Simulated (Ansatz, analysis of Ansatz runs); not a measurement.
# Li-H pair in ZnO: local vibrational mode against experiment

Aim: the local vibrational mode of the Li-H pair in ZnO, to be set beside the measurement. Set-up: PBE, 72-site cell, measured lattice, 420 eV, k: the single point 1/4 1/4 1/4. The model is a cell of 72 host atoms with Li put on another atom's site and H put in between. The frequencies come from force constants among the defect atom and its neighbours, with the masses of the isotopes named. The measured lattice removes the functional's error in the volume.

What was measured. O-H stretch, 1H: 3577.3 cm⁻¹ at 10 K, by IR absorption (quoted in “Hydrogen-related defects in hydrothermally grown ZnO studied by Fourier Transform Infrared Spectroscopy”, 2010, Halvard Haug, quoting earlier work (2006)). O-D stretch, 2H: 2644.4 cm⁻¹, by IR absorption (quoted in “Hydrogen-related defects in hydrothermally grown ZnO studied by Fourier Transform Infrared Spectroscopy”, 2010, Halvard Haug, quoting earlier work (2006)). The calculation is set beside it at the end.

Program: Ansatz 0.2.0. Level of theory: plane-wave PAW DFT, PBE; relaxation of all atoms of a defect supercell. Results are calculated unless marked as measured.

### Step 1. Set-up

The cell holds 73 atoms: 35 Zn, 36 O, 1 Li and 1 H. Cell: a = 9.748 Å, b = 9.748 Å, c = 10.411 Å, α = 90.0°, β = 90.0°, γ = 120.0°. It derives from ZnO (space group P6_3mc). Nearest the centre at fractional (0.556, 0.444, 0.559): H73 at 0.63 Å, Li38 at 1.07 Å, O39 at 1.62 Å, O60 at 2.25 Å, O28 at 2.25 Å, O36 at 2.25 Å, Zn61 at 2.73 Å, Zn29 at 2.73 Å.

The host's primitive cell comes from a first run (plane-wave PAW DFT, PBE; relaxation of the host's atoms at the measured cell): vectors of 3.249, 3.249 and 5.206 Å. That is 11.90 Å³ an atom. The supercell is built on it.

### Step 2. Relaxation, charge 0

Every later number rests on the structure around the defect, so the atoms are relaxed at the host's lattice first.

relax/input.yaml reads:

```yaml
relax:
  f_tol: 0.01
  max_steps: 80
  random_displacement: { amplitude: 0.02, seed: 247 }
crystal:
  lattice:
    - [9.74792405, 0.0, 0.0]
    - [-4.87396202, 8.44194986, 0.0]
    - [0.0, 0.0, 10.411418]
  atoms:
    - { symbol: Zn, position: [0.111111111, 0.222222222, 0.249510894] }
    - { symbol: Zn, position: [0.222222222, 0.111111111, -0.000489106] }
    - { symbol: O, position: [0.222222222, 0.111111111, 0.189994106] }
    - { symbol: O, position: [0.111111111, 0.222222222, 0.439994106] }
    - { symbol: Zn, position: [0.111111111, 0.222222222, 0.749510894] }
    - { symbol: Zn, position: [0.222222222, 0.111111111, 0.499510894] }
    - { symbol: O, position: [0.222222222, 0.111111111, 0.689994106] }
    - { symbol: O, position: [0.111111111, 0.222222222, 0.939994106] }
    - { symbol: Zn, position: [0.111111111, 0.555555556, 0.249510894] }
    - { symbol: Zn, position: [0.222222222, 0.444444444, -0.000489106] }
    - { symbol: O, position: [0.222222222, 0.444444444, 0.189994106] }
    - { symbol: O, position: [0.111111111, 0.555555556, 0.439994106] }
    - { symbol: Zn, position: [0.111111111, 0.555555556, 0.749510894] }
    - { symbol: Zn, position: [0.222222222, 0.444444444, 0.499510894] }
    - { symbol: O, position: [0.222222222, 0.444444444, 0.689994106] }
    - { symbol: O, position: [0.111111111, 0.555555556, 0.939994106] }
    - { symbol: Zn, position: [0.111111111, 0.888888889, 0.249510894] }
    - { symbol: Zn, position: [0.222222222, 0.777777778, -0.000489106] }
    - { symbol: O, position: [0.222222222, 0.777777778, 0.189994106] }
    - { symbol: O, position: [0.111111111, 0.888888889, 0.439994106] }
    - { symbol: Zn, position: [0.111111111, 0.888888889, 0.749510894] }
    - { symbol: Zn, position: [0.222222222, 0.777777778, 0.499510894] }
    - { symbol: O, position: [0.222222222, 0.777777778, 0.689994106] }
    - { symbol: O, position: [0.111111111, 0.888888889, 0.939994106] }
    - { symbol: Zn, position: [0.444444444, 0.222222222, 0.249510894] }
    - { symbol: Zn, position: [0.555555556, 0.111111111, -0.000489106] }
    - { symbol: O, position: [0.555555556, 0.111111111, 0.189994106] }
    - { symbol: O, position: [0.444444444, 0.222222222, 0.439994106] }
    - { symbol: Zn, position: [0.444444444, 0.222222222, 0.749510894] }
    - { symbol: Zn, position: [0.555555556, 0.111111111, 0.499510894] }
    - { symbol: O, position: [0.555555556, 0.111111111, 0.689994106] }
    - { symbol: O, position: [0.444444444, 0.222222222, 0.939994106] }
    - { symbol: Zn, position: [0.444444444, 0.555555556, 0.249510894] }
    - { symbol: Zn, position: [0.555555556, 0.444444444, -0.000489106] }
    - { symbol: O, position: [0.555555556, 0.444444444, 0.189994106] }
    - { symbol: O, position: [0.444444444, 0.555555556, 0.439994106] }
    - { symbol: Zn, position: [0.444444444, 0.555555556, 0.749510894] }
    - { symbol: Li, position: [0.555555556, 0.444444444, 0.456289116] }
    - { symbol: O, position: [0.555555556, 0.444444444, 0.714006205] }
    - { symbol: O, position: [0.444444444, 0.555555556, 0.939994106] }
    - { symbol: Zn, position: [0.444444444, 0.888888889, 0.249510894] }
    - { symbol: Zn, position: [0.555555556, 0.777777778, -0.000489106] }
    - { symbol: O, position: [0.555555556, 0.777777778, 0.189994106] }
    - { symbol: O, position: [0.444444444, 0.888888889, 0.439994106] }
    - { symbol: Zn, position: [0.444444444, 0.888888889, 0.749510894] }
    - { symbol: Zn, position: [0.555555556, 0.777777778, 0.499510894] }
    - { symbol: O, position: [0.555555556, 0.777777778, 0.689994106] }
    - { symbol: O, position: [0.444444444, 0.888888889, 0.939994106] }
    - { symbol: Zn, position: [0.777777778, 0.222222222, 0.249510894] }
    - { symbol: Zn, position: [0.888888889, 0.111111111, -0.000489106] }
    - { symbol: O, position: [0.888888889, 0.111111111, 0.189994106] }
    - { symbol: O, position: [0.777777778, 0.222222222, 0.439994106] }
    - { symbol: Zn, position: [0.777777778, 0.222222222, 0.749510894] }
    - { symbol: Zn, position: [0.888888889, 0.111111111, 0.499510894] }
    - { symbol: O, position: [0.888888889, 0.111111111, 0.689994106] }
    - { symbol: O, position: [0.777777778, 0.222222222, 0.939994106] }
    - { symbol: Zn, position: [0.777777778, 0.555555556, 0.249510894] }
    - { symbol: Zn, position: [0.888888889, 0.444444444, -0.000489106] }
    - { symbol: O, position: [0.888888889, 0.444444444, 0.189994106] }
    - { symbol: O, position: [0.777777778, 0.555555556, 0.439994106] }
    - { symbol: Zn, position: [0.777777778, 0.555555556, 0.749510894] }
    - { symbol: Zn, position: [0.888888889, 0.444444444, 0.499510894] }
    - { symbol: O, position: [0.888888889, 0.444444444, 0.689994106] }
    - { symbol: O, position: [0.777777778, 0.555555556, 0.939994106] }
    - { symbol: Zn, position: [0.777777778, 0.888888889, 0.249510894] }
    - { symbol: Zn, position: [0.888888889, 0.777777778, -0.000489106] }
    - { symbol: O, position: [0.888888889, 0.777777778, 0.189994106] }
    - { symbol: O, position: [0.777777778, 0.888888889, 0.439994106] }
    - { symbol: Zn, position: [0.777777778, 0.888888889, 0.749510894] }
    - { symbol: Zn, position: [0.888888889, 0.777777778, 0.499510894] }
    - { symbol: O, position: [0.888888889, 0.777777778, 0.689994106] }
    - { symbol: O, position: [0.777777778, 0.888888889, 0.939994106] }
    - { symbol: H, position: [0.555555999, 0.444444001, 0.618918106] }
basis:
  ecutwfc: 420
  xc_grid: 2
hamiltonian:
  xc: pbe
kpoints:
  mp_grid: { grid: [1, 1, 1], shift: [0.25, 0.25, 0.25] }
scf:
  occupations: { method: fermi_dirac, width: 0.01 }
  max_iter: 120
output:
  forces: true
checkpoint:
  write: "../relax.run"
  compress: false
  write_wavefunctions: true
  write_every: 100000
```

Launch:

```bash
> ansatz run input.yaml --threads 2 --pin off --max-ram 4710MiB --backend cpu --events-out ev --progress --plain --runs-dir out
```

Numbers of over 12 decimals in the logs are rounded to 6 here.

Log:

```text
[... repeated set-up lines and file paths are left out, and long positions are rounded to six places ...]
Engine: ansatz 0.2.0, aarch64-unknown-linux-gnu
Pseudopotentials: kind: paw
Pseudopotential: Zn, paw, valence charge 12, recommended cutoff 420 eV (normal), Zn.paw.azcp
Pseudopotential: O, paw, valence charge 6, recommended cutoff 420 eV (normal), O.paw.azcp
Pseudopotential: Li, paw, valence charge 3, recommended cutoff 420 eV (normal), Li.paw.azcp
Pseudopotential: H, paw, valence charge 1, recommended cutoff 420 eV (normal), H.paw.azcp
Functional definition: PBE
  parameter kappa = 0.804
  parameter beta = 0.066725
  exchange = pbe_x(kappa = kappa, mu = beta*pi^2/3)
  correlation = pbe_c(beta = beta)
Crystal: 73 atoms, lattice volume = 856.771 Å³
Basis set: ecut = 420 eV, 16751 PW (Γ), exchange–correlation on 144×144×144 points (8 copies of the dense FFT grid, shifted against one another)
Bands: 393, of which v1, the nominal top of the filled ones, is band 320 counted from 1 (319 counted from 0)
Symmetry: 1 space group operations
k-points: 1
Non-local potential: Zn, projectors of the file, l = 0: 2, l = 1: 2, l = 2: 3, l = 3: 1
Non-local potential: O, projectors of the file, l = 0: 2, l = 1: 2, l = 2: 1
Non-local potential: Li, projectors of the file, l = 0: 3, l = 1: 2, l = 2: 1
Non-local potential: H, projectors of the file, l = 0: 2, l = 1: 1
PAW form: soft (Blöchl's): semilocal exchange-correlation on the pseudo side does not see the compensation charge
PAW one-centre angular grid: Zn, 590 points (default); XC on 64 Gauss nodes
PAW one-centre angular grid: O, 110 points (default); XC on 64 Gauss nodes
PAW one-centre angular grid: Li, 110 points (default); XC on 64 Gauss nodes
PAW one-centre angular grid: H, 110 points (default); XC on 64 Gauss nodes
Initial density: superposition of atomic densities (neutral atoms: chi_scale 0, normalization atom), corrected by the library's trained network
Initial wavefunctions: pseudopotential atomic-orbital guess
Functional: x = pbe(κ = 0.804, μ = 0.219515), c = pbe(β = 0.066725)
SCF iter   1: F=—  HF=-136828.293454 eV  |F-HF|=—  |Δ(HF+E_count)|=         —  Δρ=2.00e-3  dr2=3.19e-2  ethr=1.77e-3  ⟨swp⟩=6.0  Hψ=1648  notcnv=0  defer=4
preconditioner: auto → Resta (q_TF=auto, 2.599 Å⁻¹)  ε∞=7.3  [insulator: Δε(μ)=2.353 eV  Ē_g=12.741 eV  σ=0.010 eV  W_gap=1.00  n_scr=242 (ndim 8)  ℏωp=32.0 eV  f_vac=0.037  D(μ)=0.00/eV (n_scr^D=0)  ε∞_Penn≈7.3]
SCF iter   2: F=—  HF=-136828.292305 eV  |F-HF|=—  |Δ(HF+E_count)|=   1.15e-3  Δρ=9.76e-4  dr2=8.80e-3  ethr=4.99e-6  ⟨swp⟩=2.0  Hψ=741  notcnv=0  defer=67
SCF iter   3: F=—  HF=-136828.293000 eV  |F-HF|=—  |Δ(HF+E_count)|=   6.95e-4  Δρ=3.86e-4  dr2=2.79e-3  ethr=1.38e-6  ⟨swp⟩=2.0  Hψ=651  notcnv=0  defer=67
SCF iter   4: F=—  HF=-136828.292629 eV  |F-HF|=—  |Δ(HF+E_count)|=   3.71e-4  Δρ=1.68e-4  dr2=3.41e-4  ethr=4.36e-7  ⟨swp⟩=2.0  Hψ=616  notcnv=0  defer=67
SCF iter   5: F=—  HF=-136828.292981 eV  |F-HF|=—  |Δ(HF+E_count)|=   3.52e-4  Δρ=9.34e-5  dr2=8.25e-5  ethr=5.33e-8  ⟨swp⟩=2.0  Hψ=646  notcnv=0  defer=67
SCF iter   6: F=—  HF=-136828.292976 eV  |F-HF|=—  |Δ(HF+E_count)|=   5.06e-6  Δρ=3.65e-5  dr2=1.23e-5  ethr=1.29e-8  ⟨swp⟩=2.0  Hψ=646  notcnv=0  defer=67
SCF iter   7: F=-136828.292976 eV  HF=-136828.292975 eV  |F-HF|=4.67e-7  |Δ(HF+E_count)|=   3.68e-7  Δρ=1.62e-5  dr2=2.07e-6  ethr=3.91e-10  ⟨swp⟩=3.0  Hψ=1548  notcnv=0
SCF 1 converged in 7 iterations: F = -136828.292976 eV  dr2 = 2.07e-6
  greatest PAW one-centre occupation: 1.000 electrons in one spin orbital (limit 2), on the Li atom at site 37 (counted from 0), in its partial waves of l = 0
relax step   1: F+E_penalty+E_count = -136828.29297594 eV  Δ(F+E_penalty+E_count) = +0.000e0 eV  max|allowed force component| = 1.984e0 eV/Å  Δτ_max = 0.0000 Å  (7 SCF iters, dr2 threshold 2.50e-6 eV, accepted)
[... the SCF cycles and remarks between the steps are left out from here to the last step ...]
relax step   2: F+E_penalty+E_count = -136828.83768091 eV  Δ(F+E_penalty+E_count) = -5.447e-1 eV  max|allowed force component| = 1.052e0 eV/Å  Δτ_max = 0.1676 Å  (6 SCF iters, dr2 threshold 1.00e-4 eV, accepted)
relax step   3: F+E_penalty+E_count = -136829.06886191 eV  Δ(F+E_penalty+E_count) = -2.312e-1 eV  max|allowed force component| = 2.862e0 eV/Å  Δτ_max = 0.1487 Å  (7 SCF iters, dr2 threshold 6.91e-5 eV, accepted)
relax step   4: F+E_penalty+E_count = -136829.15983691 eV  Δ(F+E_penalty+E_count) = -9.097e-2 eV  max|allowed force component| = 2.118e-1 eV/Å  Δτ_max = 0.0628 Å  (5 SCF iters, dr2 threshold 1.00e-4 eV, accepted)
relax step   5: F+E_penalty+E_count = -136829.16521657 eV  Δ(F+E_penalty+E_count) = -5.380e-3 eV  max|allowed force component| = 5.237e-2 eV/Å  Δτ_max = 0.0303 Å  (6 SCF iters, dr2 threshold 2.80e-6 eV, accepted)
relax step   6: F+E_penalty+E_count = -136829.16679992 eV  Δ(F+E_penalty+E_count) = -1.583e-3 eV  max|allowed force component| = 5.671e-2 eV/Å  Δτ_max = 0.0238 Å  (7 SCF iters, dr2 threshold 1.71e-7 eV, accepted)
relax step   7: F+E_penalty+E_count = -136829.16693249 eV  Δ(F+E_penalty+E_count) = -1.326e-4 eV  max|allowed force component| = 1.796e-2 eV/Å  Δτ_max = 0.0035 Å  (6 SCF iters, dr2 threshold 2.01e-7 eV, accepted)
relax step   8: F+E_penalty+E_count = -136829.16698612 eV  Δ(F+E_penalty+E_count) = -5.363e-5 eV  max|allowed force component| = 1.159e-2 eV/Å  Δτ_max = 0.0072 Å  (6 SCF iters, accepted)
SCF iter   1: F=—  HF=-136829.166883 eV  |F-HF|=—  |Δ(HF+E_count)|=         —  Δρ=5.54e-4  dr2=9.94e-4  ethr=1.57e-6  ⟨swp⟩=6.0  Hψ=1126  notcnv=0  defer=67
SCF iter   2: F=—  HF=-136829.166719 eV  |F-HF|=—  |Δ(HF+E_count)|=   1.64e-4  Δρ=2.83e-4  dr2=2.41e-4  ethr=1.55e-7  ⟨swp⟩=2.0  Hψ=728  notcnv=0  defer=67
SCF iter   3: F=—  HF=-136829.166734 eV  |F-HF|=—  |Δ(HF+E_count)|=   1.53e-5  Δρ=9.57e-5  dr2=6.54e-5  ethr=3.77e-8  ⟨swp⟩=2.0  Hψ=645  notcnv=0  defer=67
SCF iter   4: F=—  HF=-136829.167053 eV  |F-HF|=—  |Δ(HF+E_count)|=   3.19e-4  Δρ=2.36e-5  dr2=6.02e-6  ethr=1.02e-8  ⟨swp⟩=2.0  Hψ=646  notcnv=0  defer=67
SCF iter   5: F=—  HF=-136829.167055 eV  |F-HF|=—  |Δ(HF+E_count)|=   1.58e-6  Δρ=1.38e-5  dr2=1.47e-6  ethr=9.40e-10  ⟨swp⟩=2.0  Hψ=646  notcnv=0  defer=67
SCF iter   6: F=—  HF=-136829.167055 eV  |F-HF|=—  |Δ(HF+E_count)|=   2.46e-7  Δρ=5.46e-6  dr2=3.48e-7  ethr=2.30e-10  ⟨swp⟩=2.0  Hψ=645  notcnv=0  defer=67
SCF iter   7: F=-136829.167055 eV  HF=-136829.167055 eV  |F-HF|=2.22e-8  |Δ(HF+E_count)|=   4.61e-8  Δρ=2.67e-6  dr2=8.68e-8  ethr=1.56e-11  ⟨swp⟩=5.0  Hψ=1345  notcnv=0
SCF 9 converged in 7 iterations: F = -136829.167055 eV  dr2 = 8.68e-8
relax step   9: F+E_penalty+E_count = -136829.16705458 eV  Δ(F+E_penalty+E_count) = -6.846e-5 eV  max|allowed force component| = 8.378e-3 eV/Å  Δτ_max = 0.0188 Å  (7 SCF iters, accepted)
NSCF: frozen V_eff on 1 k-points
the band table was solved once a step of the walk had ended and its energy, with any forces and stress, was formed, with the checks that follow a solve (1317 applications of the Hamiltonian). They found nothing against the state; [...]
SCF converged after 7 iterations
Free energy (F): -136829.167055 eV
Harris-Foulkes:  -136829.167055 eV  (|F-HF|=2.22e-8)
Internal energy: -136829.167055 eV  (E = F + TS)
E sigma→0 (E₀):  -136829.167055 eV
Fermi energy:    8.093722 eV
--- Per-component energies (eV) ---
  E_band       = 976.931503
  E_kinetic    = 10921.796945
  E_local      = -71351.928899  (includes V_loc(G=0)·N_el)
  E_nonlocal   = 23384.836286
  E_hartree    = 29327.275512
  E_xc         = -7445.822031
  E_vxc        = -5196.190446  (∫ρ·V_xc dr)
  E_paw        = -69837.057718  (= ΣΔE_a)
  E_vpaw       = -15436.198060  (= ΣTr[D̂ρ^β])
  E_aug_tail   = 0.075173  (compensation charges beyond the density's cutoff)
  E_ewald      = -51828.342324
  E_smearing   = -0.000000  (= −TS)
  E_closure    = -0.000000  (closes the sum)
  Σ components = -136829.167055   (vs F -136829.167055, Δ=0.00e0)
--- Forces (eV/Å), atoms counted from 1 ---
  atom   1  Zn    -0.00007524     0.00046507     0.00054657
  atom   2  Zn    -0.00007855    -0.00093883     0.00073257
  [... 25 atoms left out ...]
  atom  28  O      0.00146924     0.00182505    -0.00099596
  atom  29  Zn     0.00080721    -0.00168188    -0.00045134
  [... 6 atoms left out ...]
  atom  36  O      0.00333239    -0.00221144    -0.00281807
  atom  37  Zn    -0.00007306    -0.00037127    -0.00078992
  atom  38  Li    -0.00299193     0.00231615     0.00055248
  atom  39  O     -0.00155490     0.00087156     0.00814663
  [... 20 atoms left out ...]
  atom  60  O     -0.00168717    -0.00179840    -0.00149869
  atom  61  Zn     0.00213143     0.00010231     0.00032265
  atom  62  Zn    -0.00180745    -0.00147691     0.00036931
  [... 10 atoms left out ...]
  atom  73  H      0.00051232    -0.00013747    -0.00837717
  max |Σ_I F_I| component: 9.57e-5 eV/Å
--- Band table (eV) ---
  k-point 0: bands = ["-35.8334", "-12.6513", "-10.8638", "-10.7524", [... 385 left out ...] "17.1976", "17.2115", "17.2708", "17.3179"]
--- Relaxed structure (9 steps of the walk, 9 accepted, 0 SCFs on fresh bases) ---
  F+E_penalty+E_count = -136829.16705458 eV   max|allowed force component| = 8.378e-3 eV/Å
  atoms:
    - { symbol: Zn, position: [0.110468, 0.222191, 0.251040] }
    - { symbol: Zn, position: [0.221115, 0.109837, 1.442532725431926e-5] }
    [... 25 atoms left out ...]
    - { symbol: O, position: [0.446662, 0.225664, 0.440510] }
    - { symbol: Zn, position: [0.439051, 0.211650, 0.754826] }
    [... 6 atoms left out ...]
    - { symbol: O, position: [0.445478, 0.554439, 0.439674] }
    - { symbol: Zn, position: [0.439480, 0.560523, 0.754050] }
    - { symbol: Li, position: [0.554562, 0.444975, 0.416042] }
    - { symbol: O, position: [0.556087, 0.444107, 0.701677] }
    [... 20 atoms left out ...]
    - { symbol: O, position: [0.773961, 0.552984, 0.440671] }
    - { symbol: Zn, position: [0.788462, 0.560977, 0.755069] }
    - { symbol: Zn, position: [0.885031, 0.445111, 0.498381] }
    [... 10 atoms left out ...]
    - { symbol: H, position: [0.557834, 0.443196, 0.608185] }
```

The job ended after 4.6 min (2 threads of Arm Neoverse V2, shared host; peak memory 2.2 GiB; 9 min of CPU time).

(Continued in part 2 of 2.)

[Logs are printed without paths, hosts, clocks, repeated set-up lines and the standing remarks that a program may print on its own settings, such as how far it seeks lower states.]

[Hosts, paths, dates, database ids (printed as entryN), source tags and the programs' standing remarks are cut or masked in the printed files.]

[For some hosts the program warned that the k-mesh of the response run may be too coarse for force constants and the static dielectric constant; such warnings are not shown here.]
